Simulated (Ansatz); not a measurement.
# Work function of Mg(0001): what the settings cost and change, part 2 of 2

Aim: the work function of Mg(0001) across levels of theory at one geometry.

Ansatz 0.2.0; plane-wave DFT, PBE, Ansatz PAW (the session's first sound run).

So far, work function, upper face (eV): step 2 (run, setting PBE, Ansatz PAW (420 eV)) 3.69; step 5 (RPBE) 3.63; step 6 (r2SCAN) 3.78; step 7 (PBE JTH) 3.69; step 8 (PBE norm-conserving) 3.69.

### 9. Run

This step: plane-wave DFT, LDA, norm-conserving (Ansatz 0.2.0).

Contents of input.yaml:

```yaml
crystal:
  lattice:
    - [3.21, 0.0, 0.0]
    - [1.605, 2.7799415461, 0.0]
    - [0.0, 0.0, 33.63912]
  atoms:
    - { symbol: Mg, position: [0.0, 0.0, 0.2675456433] }
    - { symbol: Mg, position: [0.6666666667, 0.6666666667, 0.3450304289] }
    - { symbol: Mg, position: [0.0, 0.0, 0.4225152144] }
    - { symbol: Mg, position: [0.6666666667, 0.6666666667, 0.5] }
    - { symbol: Mg, position: [0.0, 0.0, 0.5774847856] }
    - { symbol: Mg, position: [0.6666666667, 0.6666666667, 0.6549695711] }
    - { symbol: Mg, position: [0.0, 0.0, 0.7324543567] }
kpoints:
  mp_grid: { grid: [15, 15, 1] }
hamiltonian:
  xc: lda
  pseudopotentials: { kind: nc }
scf:
  occupations: { method: fermi_dirac, width: 0.1 }
  convergence: { dr2_threshold: 1.0e-09 }
efield:
  axis: 3
  dipole_correction: true
  ramp_position: 0.97
  ramp_width: 0.06
output:
  write_potential: true
  write_density: true
  volumetric_format: npy
```

Launch:

```bash
$ ansatz run input.yaml --threads 2 --pin off --max-ram 3072MiB --backend cpu --events-out ev --progress --plain --runs-dir out
```

Numbers of over 12 decimals in the logs are rounded to 6 here.

What it wrote:

```text
[...]
Crystal: 7 atoms, lattice volume = 300.182 Å³
Basis set: ecut = 1142.878222 eV, 26327 PW (Γ)
Bands: 42, of which v1, the nominal top of the filled ones, is band 35 counted from 1 (34 counted from 0)
Symmetry: 6 space group operations
k-points: 27 of 225 (time reversal used)
[...]
k-point 1: bands = [... 31 lower, -4.0542, -3.2099, -2.1955, -1.0106, 0.0535, 1.5179, 2.8514, 3.9914, ... 3 higher]
  k-point 2: bands = [... 31 lower, -3.7977, -2.9552, -1.9426, -0.7585, 0.2942, 1.7608, 3.0921, 4.2341, ... 3 higher]
  k-point 26: bands = [... 31 lower, 0.9076, 0.9696, 0.9898, 1.2174, 1.4183, 1.4667, 1.6509, 2.0310, ... 3 higher]
[key lines of the parts left out:]
SCF converged after 8 iterations
Free energy (F): -11290.838251 eV
Fermi energy:    1.183398 eV
Dipole field:    D = 0.000000 V/Å  (p = 0.000000 e·Å, saw-weighted, corrected)
Work function:   Φ+ = 3.8132 eV   Φ− = 3.8132 eV
```

It took 2.7 min on 2 threads of Arm Neoverse N1, shared host; peak memory 1.8 GiB; 4.7 min of CPU time.

The work function is 3.813 eV, +0.124 eV from the run “PBE, Ansatz PAW (420 eV)”, at 4.2 times its CPU time.

### 10. Slab, setting PBE, all layers relaxed

This step: plane-wave DFT, PBE, Ansatz PAW (Ansatz 0.2.0).

input.yaml, as its differences from that of step 9:

```diff
@@ -16,4 +16,3 @@
 hamiltonian:
-  xc: lda
-  pseudopotentials: { kind: nc }
+  xc: pbe
 scf:
@@ -26,2 +25,5 @@
   ramp_width: 0.06
+relax:
+  f_tol: 0.01
+  max_steps: 40
 output:
```

What it wrote:

```text
[...]
Crystal: 7 atoms, lattice volume = 300.182 Å³
Basis set: ecut = 420 eV, 5969 PW (Γ), exchange–correlation on 48×48×450 points (8 copies of the dense FFT grid, shifted against one another)
Bands: 42, of which v1, the nominal top of the filled ones, is band 35 counted from 1 (34 counted from 0)
Symmetry: 6 space group operations
[...]
atoms:
    - { symbol: Mg, position: [0, 0, 0.268526] }
    - { symbol: Mg, position: [0.666667, 0.666667, 0.346349] }
    - { symbol: Mg, position: [0, 0, 0.423212] }
    - { symbol: Mg, position: [0.666667, 0.666667, 0.500000] }
    - { symbol: Mg, position: [0, 0, 0.576788] }
    - { symbol: Mg, position: [0.666667, 0.666667, 0.653651] }
    - { symbol: Mg, position: [0, 0, 0.731474] }
[key lines of the parts left out:]
SCF converged after 6 iterations
Free energy (F): -13466.060032 eV
Fermi energy:    1.356136 eV
Dipole field:    D = -0.000000 V/Å  (p = -0.000000 e·Å, saw-weighted, corrected)
Work function:   Φ+ = 3.6937 eV   Φ− = 3.6937 eV
```

The job ended after 55 s (2 threads; peak memory 0.59 GiB).

The relaxation took 2 steps and lowered the energy by 0.0022 eV; the largest force on the free atoms ends at 0.0089 eV/Å.

The work function is 3.694 eV, +0.004 eV from the run “PBE, Ansatz PAW (420 eV)”, at 1.4 times its CPU time.

### 11. The series together

Times are for 2 threads of Arm Neoverse N1, shared host. The runs compared:

```
no.                         setting  work function, upper face (eV)     time  memory (GiB)
  1        PBE, Ansatz PAW (420 eV)                           3.689     44 s          0.64
  2        LDA, Ansatz PAW (420 eV)                           3.814     43 s          0.62
  3     PBEsol, Ansatz PAW (420 eV)                           3.734     43 s          0.64
  4       RPBE, Ansatz PAW (420 eV)                           3.628     40 s          0.64
  5     r2SCAN, Ansatz PAW (500 eV)                           3.779  1.8 min           1.1
  6           PBE, JTH PAW (900 eV)                           3.688  2.1 min           1.5
  7  PBE, norm-conserving (1143 eV)                           3.689  2.8 min           1.8
  8  LDA, norm-conserving (1143 eV)                           3.813  2.7 min           1.8
  9         PBE, all layers relaxed                           3.694     55 s          0.59
```

### 12. Varying the input

An input spoilt on purpose, to show how the run answers: it repeats the earlier run “PBE, Ansatz PAW (420 eV)” with total_charge to 6, and scf.max_iter set to 80; its output block differs too.

input.yaml, as its differences from that of step 10:

```diff
@@ -20,2 +20,3 @@
   convergence: { dr2_threshold: 1.0e-09 }
+  max_iter: 80
 efield:
@@ -25,5 +26,2 @@
   ramp_width: 0.06
-relax:
-  f_tol: 0.01
-  max_steps: 40
 output:
@@ -32 +30,2 @@
   volumetric_format: npy
+total_charge: 6
```

What it wrote:

```text
Error: efield: with total_charge ≠ 0 without external_charges — the saw-weighted dipole of a charged cell depends on the ramp position (the isolated-slab reference a dipole correction restores does not exist for a charged slab), so the field energy is ill-defined under the jellium convention; neutralise the cell or drop the efield: block, which crystal.periodic lets a charged slab do
```

Run time: 0.02 s. Hardware: 2 threads; peak memory 0.08 GiB.

The program refused the input before any cycle.

The program's message: “Error: efield: with total_charge ≠ 0 without external_charges — the saw-weighted dipole of a charged cell depends on the ramp position (the isolated-slab reference a dipole correction restores does no …”

The fault put into the input: a net charge in a cell with a dipole correction and no gate.

### 13. Summary of results

| Property | Result |
| --- | --- |
| work function, PBE, Ansatz PAW (420 eV) | 3.689 eV |
| work function, LDA, Ansatz PAW (420 eV) | 3.814 eV |
| work function, RPBE, Ansatz PAW (420 eV) | 3.628 eV |
| work function, r2SCAN, Ansatz PAW (500 eV) | 3.779 eV |
| work function, PBE, all layers relaxed | 3.694 eV |

In words: PBE on the default files gives 3.69 eV, and the settings tried spread the value from 3.63 to 3.81 eV. At one geometry LDA lies 0.12 eV above PBE. The choice of pseudopotentials moves the PBE value by 0.001 eV. Relaxing the layers changes it by +0.004 eV. The ladder's slabs use the tabulated experimental lattice constant (two decimals; a low-temperature value for the alkali metals).

[Logs are printed without paths, hosts, clocks, repeated set-up lines and the standing remarks that a program may print on its own settings, such as how far it seeks lower states.]

[Hosts, paths, dates, database ids (printed as entryN), source tags and the programs' standing remarks are cut or masked in the printed files.]

[Maps of the electrostatic potential energy from Ansatz leave out the sawtooth potential of an applied field or a dipole correction, so their vacuum need not be flat; planar profiles and work functions include it.]
